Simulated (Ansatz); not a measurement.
# What YAlSe3 (model cell, started as cubic perovskite with Al in the octahedra) distorts into, part 2 of 3

Which phase does YAlSe3 (model cell, started as cubic perovskite with Al in the octahedra) fall into along its unstable mode, and how much energy does it gain?

Ansatz 0.2.0; DFT PBEsol, scalar-relativistic, plane waves, PAW; PAW set soft_1.

So far, highest frequency on the path or at a solved wavevector (cm⁻¹): step 2 (phonons on a q mesh) 354. Also lowest frequency on the path (cm⁻¹): step 2 -167.

The structure was built from a prototype and need not be the compound's stable phase.

## 5. Energy along the mode, all amplitudes (two of the runs are shown above)

An imaginary frequency means negative curvature, so the energy should fall and then rise again as anharmonic terms take over.

Numbers from this step:

```yaml
depth_at_the_lowest_point_sampled: 332.0 meV/atom
largest_atomic_shift_at_that_point: 0.6 Å
```

Table of energy from the parent by largest atomic shift:

| largest atomic shift (Å) | energy from the parent (meV/atom) |
| --- | --- |
| 0.000 | 0 |
| 0.040 | -3.66 |
| 0.080 | -14.1 |
| 0.140 | -40.1 |
| 0.220 | -89.7 |
| 0.320 | -163 |
| 0.450 | -257 |
| 0.600 | -332 |

Displacement at unit largest shift by atom:

| atom | x (Å) | y (Å) | z (Å) | size |
| --- | --- | --- | --- | --- |
| Y1 | 0.000 | 0.000 | 0.000 | 0.000 |
| Y2 | 0.000 | 0.000 | 0.000 | 0.000 |
| Al3 | 0.000 | 0.000 | 0.000 | 0.000 |
| Al4 | 0.000 | 0.000 | 0.000 | 0.000 |
| Se5 | 0.707 | 0.707 | 0.000 | 1.000 |
| Se6 | -0.707 | -0.707 | 0.000 | 1.000 |
| Se7 | -0.707 | 0.000 | -0.707 | 1.000 |
| Se8 | 0.707 | 0.000 | 0.707 | 1.000 |
| Se9 | 0.000 | -0.707 | 0.707 | 1.000 |
| Se10 | 0.000 | 0.707 | -0.707 | 1.000 |

The lowest of the steps tried is the last one, at 0.6 Å, 332 meV/atom below the parent; the bottom of the well need not coincide with a step.

## 6. Relaxation from the frozen mode

Starting from the lowest point found, all atoms and the cell are let go, so that strain and other modes of the same symmetry can join in.

input.yaml

```yaml
crystal:
  lattice:
    - [4.8323304856, 4.8323304856, 0.0]
    - [4.8323304856, 0.0, 4.8323304856]
    - [4.8323304856, 0.0, -4.8323304856]
  atoms:
    - { symbol: "Y", position: [0.0, 0.5, 0.5] }
    - { symbol: "Y", position: [0.0, 0.0, 0.0] }
    - { symbol: Al, position: [0.5, 0.25, 0.75] }
    - { symbol: Al, position: [0.5, 0.75, 0.25] }
    - { symbol: Se, position: [0.5877969895, 0.5, 0.5] }
    - { symbol: Se, position: [0.4122030105, 0.0, 0.0] }
    - { symbol: Se, position: [0.0, -0.0877969895, 0.5] }
    - { symbol: Se, position: [0.0, 0.5877969895, 0.0] }
    - { symbol: Se, position: [0.4122030105, 0.0877969895, 0.5] }
    - { symbol: Se, position: [0.5877969895, 0.4122030105, 0.0] }
kpoints:
  mp_grid: { grid: [8, 8, 8] }
hamiltonian:
  xc: pbesol
  pseudopotentials: { kind: paw, azcp: { folder: soft_1 }, xc_functional: pbe }
scf:
  occupations: { method: methfessel_paxton, width: 0.2 }
output:
  forces: true
  stress: true
  eigenvalues: true
relax:
  adjacent_minimum: "off"
  f_tol: 0.002
  max_steps: 120
  cell: { stress_tol: 0.03 }
```

Run with:

```sh
$ ansatz run input.yaml --threads 4 --pin off --max-ram 16384MiB --backend cpu --events-out ev --progress --plain --runs-dir out
```

Numbers of over 12 decimals in the logs are rounded to 6 here.

The log of the run:

```text
[...]
Crystal: 10 atoms, lattice volume = 225.684 Å³
Basis set: ecut = 420 eV, 4477 PW (Γ), exchange–correlation on 96×96×96 points (8 copies of the dense FFT grid, shifted against one another)
Bands: 75, of which v1, the nominal top of the filled ones, is band 62 counted from 1 (61 counted from 0)
Symmetry: 12 space group operations
[...]
k-points: 65 of 512
[...]
SCF iter   1: F=—  HF=-41197.844413 eV  |F-HF|=—  |Δ(HF+E_count)|=         —  Δρ=3.98e-2  dr2=6.63e0  ethr=3.10e-3  ⟨swp⟩=7.0  Hψ=18725  notcnv=0
[...]
SCF iter   8: F=-41196.170556 eV  HF=-41196.170556 eV  |F-HF|=4.07e-10  |Δ(HF+E_count)|=   5.64e-7  S|Δr|=    0.00e0  Δρ=6.26e-6  dr2=7.64e-8  ethr=8.06e-11  ⟨swp⟩=10.0  Hψ=24346  notcnv=0
SCF 1 converged in 8 iterations: F = -41196.170556 eV  dr2 = 7.64e-8
[...]
relax step   1: F+E_penalty+E_count = -41196.17055599 eV  Δ(F+E_penalty+E_count) = +0.000e0 eV  max|allowed force component| = 3.415e-1 eV/Å  Δτ_max = 0.0000 Å  P = -0.311 GPa  Ω = 225.684 Å³  (8 SCF iters, dr2 threshold 1.00e-7 eV, accepted)
Crystal: 10 atoms, lattice volume = 221.564 Å³
Basis set: ecut = 420 eV, 4325 PW (Γ), exchange–correlation on 96×96×96 points (8 copies of the dense FFT grid, shifted against one another)
[...]
SCF iter   7: F=-41196.471924 eV  HF=-41196.471924 eV  |F-HF|=1.81e-8  |Δ(HF+E_count)|=   7.48e-7  S|Δr|=    0.00e0  Δρ=4.46e-6  dr2=4.69e-8  ethr=8.06e-10  ⟨swp⟩=7.9  Hψ=24090  notcnv=0
SCF 2 converged in 7 iterations: F = -41196.471924 eV  dr2 = 4.69e-8
[...]
relax step   2: F+E_penalty+E_count = -41196.47192414 eV  Δ(F+E_penalty+E_count) = -3.014e-1 eV  max|allowed force component| = 1.029e-1 eV/Å  Δτ_max = 0.1147 Å  P = +0.950 GPa  Ω = 221.564 Å³  energy of the carried Pulay correction = +3.005e-4 eV  (7 SCF iters, dr2 threshold 1.00e-6 eV, accepted)
Crystal: 10 atoms, lattice volume = 223.474 Å³
Basis set: ecut = 420 eV, 4343 PW (Γ), exchange–correlation on 96×96×96 points (8 copies of the dense FFT grid, shifted against one another)
[...]
SCF iter   6: F=-41196.505673 eV  HF=-41196.505673 eV  |F-HF|=1.80e-8  |Δ(HF+E_count)|=   3.72e-7  S|Δr|=    0.00e0  Δρ=5.39e-6  dr2=4.59e-8  ethr=8.06e-10  ⟨swp⟩=7.6  Hψ=23645  notcnv=0
SCF 3 converged in 6 iterations: F = -41196.505673 eV  dr2 = 4.59e-8
relax step   3: F+E_penalty+E_count = -41196.50567301 eV  Δ(F+E_penalty+E_count) = -3.375e-2 eV  max|allowed force component| = 2.607e-4 eV/Å  Δτ_max = 0.0052 Å  P = -0.266 GPa  Ω = 223.474 Å³  energy of the carried Pulay correction = +1.605e-4 eV  (6 SCF iters, dr2 threshold 1.00e-6 eV, accepted)
[...]
relax step   4: F+E_penalty+E_count = -41196.50698372 eV  Δ(F+E_penalty+E_count) = -1.311e-3 eV  max|allowed force component| = 2.159e-3 eV/Å  Δτ_max = 0.0006 Å  P = +0.034 GPa  Ω = 222.349 Å³  energy of the carried Pulay correction = +2.429e-4 eV  (5 SCF iters, dr2 threshold 3.62e-7 eV, accepted)
[...]
relax step   5: F+E_penalty+E_count = -41196.50699337 eV  Δ(F+E_penalty+E_count) = -9.650e-6 eV  max|allowed force component| = 7.738e-5 eV/Å  Δτ_max = 0.0005 Å  P = -0.000 GPa  Ω = 222.472 Å³  energy of the carried Pulay correction = +2.338e-4 eV  (4 SCF iters, dr2 threshold 4.33e-9 eV, accepted)
Basis set: ecut = 420 eV, 4307 PW (Γ), exchange–correlation on 96×96×90 points (8 copies of the dense FFT grid, shifted against one another)
[...]
SCF iter   7: F=-41196.507012 eV  HF=-41196.507012 eV  |F-HF|=7.28e-12  |Δ(HF+E_count)|=  3.64e-11  S|Δr|=    0.00e0  Δρ=5.02e-8  dr2=8.81e-12  ethr=1.00e-12  ⟨swp⟩=4.2  Hψ=14811  notcnv=0
SCF 6 converged in 7 iterations: F = -41196.507012 eV  dr2 = 8.81e-12
relax step   6: F+E_penalty+E_count = -41196.50701225 eV  Δ(F+E_penalty+E_count) = -1.889e-5 eV  max|allowed force component| = 7.862e-5 eV/Å  Δτ_max = 0.0000 Å  P = -0.000 GPa  Ω = 222.472 Å³  stress off target by 3.88e-3 GPa  SCF on the basis re-selected at this cell (its energy is not comparable with the rows above)  (7 SCF iters)
basis re-selected at this cell: Δ(F+E_penalty+E_count) = -1.889e-5 eV, ΔP = +0.000 GPa vs the last step (what re-selecting the basis moved, of the pressure what is left beyond the Pulay correction that the steps carried, after the strain that the cell walked since its last selection, with what the two solves' SCF thresholds leave and, on support functions, any second-order correction that the steps lacked; it is no measure of the basis error at this ecutwfc). The dense FFT grid was sized anew with the basis: this SCF ran on 48×48×45 points, the steps before it on 48×48×48, so part of this shift can come from that change (see relax.cell in the input reference). [rest of the remark cut]
SCF converged after 7 iterations
[...]
Free energy (F): -41196.507012 eV
[...]
Internal energy: -41196.507401 eV  (E = F + TS)
E sigma→0 (E₀):  -41196.507109 eV
Entropy (-TS):   0.000388 eV (0.039 meV/atom)
Fermi energy:    9.963382 eV
[...]
--- Forces (eV/Å), atoms counted from 1 ---
  atom   1  Y     -0.00000000    -0.00000000    -0.00000000
  atom   2  Y      0.00000000     0.00000000     0.00000000
  atom   3  Al    -0.00000000     0.00000000    -0.00000000
  atom   4  Al     0.00000000     0.00000000    -0.00000000
  atom   5  Se    -0.00007862    -0.00007862    -0.00000000
  atom   6  Se     0.00007862     0.00007862     0.00000000
  atom   7  Se     0.00007862     0.00000000     0.00007862
  atom   8  Se    -0.00007862    -0.00000000    -0.00007862
  atom   9  Se    -0.00000000     0.00007862    -0.00007862
  atom  10  Se     0.00000000    -0.00007862     0.00007862
  max |Σ_I F_I| component: 2.32e-18 eV/Å
--- Stress (GPa, compression-positive) ---
       -0.000100       0.001888       0.001888
        0.001888      -0.000100      -0.001888
        0.001888      -0.001888      -0.000100
  P = ⅓ Tr σ = -0.0001 GPa (-0.001 kbar)
--- Band table (eV; the first three rows and the last of 65) ---
  k-point 0: bands = [... 58 lower, 8.3928, 8.5502, 8.5502, 9.6990, 10.3994, 11.0074, 11.2788, 11.4880, ... 9 higher]
  k-point 1: bands = [... 58 lower, 8.0721, 8.7865, 8.7865, 9.1417, 10.5993, 11.0732, 11.5777, 11.5777, ... 9 higher]
  k-point 2: bands = [... 58 lower, 7.9365, 8.1396, 8.4840, 8.4840, 11.0185, 11.2736, 11.6280, 11.6280, ... 9 higher]
  k-point 64: bands = [... 58 lower, 7.7234, 8.0543, 8.6140, 8.7359, 10.9343, 11.3810, 11.4410, 11.6118, ... 9 higher]
--- Relaxed structure (5 steps of the walk, 5 accepted, 1 SCFs on fresh bases) ---
  F+E_penalty+E_count = -41196.50701225 eV   max|allowed force component| = 7.862e-5 eV/Å   (the final SCF, on the basis selected at the relaxed cell)
  cell:  # Å, volume = 222.4719 Å³
    - [4.965852, 4.965852, 0.0]
    - [4.965852, 0.0, 4.965852]
    - [4.662513, 0.303339, -4.662513]
  atoms:
    - { symbol: Y, position: [7.15573433840433e-18, 0.500000, 0.500000] }
    - { symbol: Y, position: [2.8045530404955527e-19, -2.8494258891434696e-19, 2.883080525629414e-19] }
    - { symbol: Al, position: [0.500000, 0.250000, 0.75] }
    - { symbol: Al, position: [0.500000, 0.75, 0.250000] }
    - { symbol: Se, position: [0.603987, 0.5, 0.500000] }
    - { symbol: Se, position: [0.396013, 2.928072934680955e-19, -3.3355808770855936e-19] }
    - { symbol: Se, position: [1.0408340855860843e-17, -0.103987, 0.500000] }
    - { symbol: Se, position: [0.0, 0.603987, 0.0] }
    - { symbol: Se, position: [0.396013, 0.103987, 0.5] }
    - { symbol: Se, position: [0.603987, 0.396013, -1.6653345369377348e-16] }
```

Wall time 2.1 min (4 threads of Arm Neoverse V1, shared host); peak memory 1.2 GiB.

Relaxation path:

| step | energy less that of the first step (eV) | largest force component (eV/Å) | pressure (GPa) | volume (Å³) |
| --- | --- | --- | --- | --- |
| 1 | 0.0000 | 0.3415 | -0.31 | 225.68 |
| 2 | -0.3014 | 0.1029 | 0.95 | 221.56 |
| 3 | -0.3351 | 0.0003 | -0.27 | 223.47 |
| 4 | -0.3364 | 0.0022 | 0.03 | 222.35 |
| 5 | -0.3364 | 0.0001 | 0.00 | 222.47 |
| 6* | -0.3365 | 0.0001 | 0.00 | 222.47 |

Relaxation steps marked * repeat the geometry before them on a plane-wave basis chosen anew for their cell, so energy and pressure can jump there.

The run keeps the 12 symmetry operations that it works with, so distortions that break them were not tested.

| conventional cell, symmetrised | before | after | change |
| --- | --- | --- | --- |
| a (Å) | 6.834 | 7.023 | +2.8 % |
| b (Å) | 6.834 | 7.023 | +2.8 % |
| c (Å) | 16.740 | 15.626 | -6.7 % |
| volume (Å³/atom) | 22.57 | 22.25 | -1.4 % |

The atoms that moved most (Å, as changes of fractional coordinates times the final cell):

| atom | dx | dy | dz | length |
| --- | --- | --- | --- | --- |
| Se8 | 0.080 | 0.000 | 0.080 | 0.114 |
| Se7 | -0.080 | 0.000 | -0.080 | 0.114 |
| Se5 | 0.080 | 0.080 | 0.000 | 0.114 |
| Se9 | 0.000 | -0.080 | 0.080 | 0.114 |
| Se10 | 0.000 | 0.080 | -0.080 | 0.114 |
| Se6 | -0.080 | -0.080 | 0.000 | 0.114 |

The relaxed structure:

```cif
data_structure
_symmetry_space_group_name_H-M 'P 1'
_symmetry_Int_Tables_number 1
_cell_length_a 7.0228
_cell_length_b 7.0228
_cell_length_c 6.6008
_cell_angle_alpha 90.000
_cell_angle_beta 57.862
_cell_angle_gamma 60.000
_cell_volume 222.47
loop_
_atom_site_label
_atom_site_type_symbol
_atom_site_fract_x
_atom_site_fract_y
_atom_site_fract_z
_atom_site_occupancy
Y1 Y 0.00000 0.50000 0.50000 1
Y2 Y 0.00000 0.00000 0.00000 1
Al3 Al 0.50000 0.25000 0.75000 1
Al4 Al 0.50000 0.75000 0.25000 1
Se5 Se 0.60399 0.50000 0.50000 1
Se6 Se 0.39601 0.00000 0.00000 1
Se7 Se 0.00000 0.89601 0.50000 1
Se8 Se 0.00000 0.60399 0.00000 1
Se9 Se 0.39601 0.10399 0.50000 1
Se10 Se 0.60399 0.39601 0.00000 1
```

Numbers from this step:

```yaml
pressure: -1.00e-4 GPa
volume_per_atom: 22.25 Å³
gap_on_the_k_mesh: 0.7004 eV
```

The distorted start has space group R-3c; the relaxation ends in R-3c.

## 7. The new phase in its own primitive cell

The relaxed structure is symmetrised, reduced to its primitive cell and relaxed tightly, as its phonons need.

input.yaml

```yaml
crystal:
  lattice:
    - [3.511387454, 2.0273004918, 5.2086730118]
    - [-3.511387454, 2.0273004918, 5.2086730118]
    - [0.0, -4.0546009836, 5.2086730118]
  atoms:
    - { symbol: "Y", position: [0.25, 0.25, 0.25] }
    - { symbol: "Y", position: [0.75, 0.75, 0.75] }
    - { symbol: Al, position: [0.5, 0.5, 0.5] }
    - { symbol: Al, position: [0.0, 0.0, 0.0] }
    - { symbol: Se, position: [0.8539874146, 0.25, 0.6460125854] }
    - { symbol: Se, position: [0.1460125854, 0.75, 0.3539874146] }
    - { symbol: Se, position: [0.6460125854, 0.8539874146, 0.25] }
    - { symbol: Se, position: [0.3539874146, 0.1460125854, 0.75] }
    - { symbol: Se, position: [0.25, 0.6460125854, 0.8539874146] }
    - { symbol: Se, position: [0.75, 0.3539874146, 0.1460125854] }
kpoints:
  mp_grid: { grid: [6, 6, 6] }
hamiltonian:
  xc: pbesol
  pseudopotentials: { kind: paw, azcp: { folder: soft_1 }, xc_functional: pbe }
scf:
  occupations: { method: fixed }
output:
  forces: true
  stress: true
  eigenvalues: true
relax:
  adjacent_minimum: "off"
  f_tol: 0.001
  max_steps: 60
  cell: { stress_tol: 0.01 }
```

The log of the run:

```text
[...]
Crystal: 10 atoms, lattice volume = 222.472 Å³
Basis set: ecut = 420 eV, 4307 PW (Γ), exchange–correlation on 90×90×90 points (8 copies of the dense FFT grid, shifted against one another)
Bands: 75, of which v1, the nominal top of the filled ones, is band 62 counted from 1 (61 counted from 0)
Symmetry: 12 space group operations
[...]
k-points: 32 of 216
[...]
- { symbol: Al, position: [0.500000, 0.500000, 0.5] }
    - { symbol: Al, position: [0.0, 0.0, 0.0] }
    - { symbol: Se, position: [0.853987, 0.250000, 0.6460125854] }
    - { symbol: Se, position: [0.1460125854, 0.75, 0.353987] }
    - { symbol: Se, position: [0.6460125854, 0.8539874146, 0.250000] }
    - { symbol: Se, position: [0.353987, 0.146013, 0.75] }
    - { symbol: Se, position: [0.250000, 0.6460125854, 0.853987] }
    - { symbol: Se, position: [0.75, 0.353987, 0.146013] }
[key lines of the parts left out:]
SCF converged after 6 iterations
Free energy (F): -41196.506933 eV
Fermi energy:    9.698963 eV
P = ⅓ Tr σ = -0.0003 GPa (-0.003 kbar)
```

Wall time 22 s (4 threads); peak memory 0.94 GiB; 84 s of CPU time.

Little changed from the start: no atom moved by 0.005 Å and no cell edge by 0.1 %.

This step gave:

| Property | Result |
| --- | --- |
| pressure | -3.07e-4 GPa |
| gap on the k-mesh | 0.7005 eV |
| direct gap on mesh | 0.7005 eV |

The largest force component left is 0.064 meV/Å and the pressure is 0.000 GPa, within the tolerances set. The cell now holds 22.25 Å³/atom.

(Continued in part 3 of 3.)

[Logs are printed without paths, hosts, clocks, repeated set-up lines and the standing remarks that a program may print on its own settings, such as how far it seeks lower states.]

[Hosts, paths, dates, database ids (printed as entryN), source tags and the programs' standing remarks are cut or masked in the printed files.]
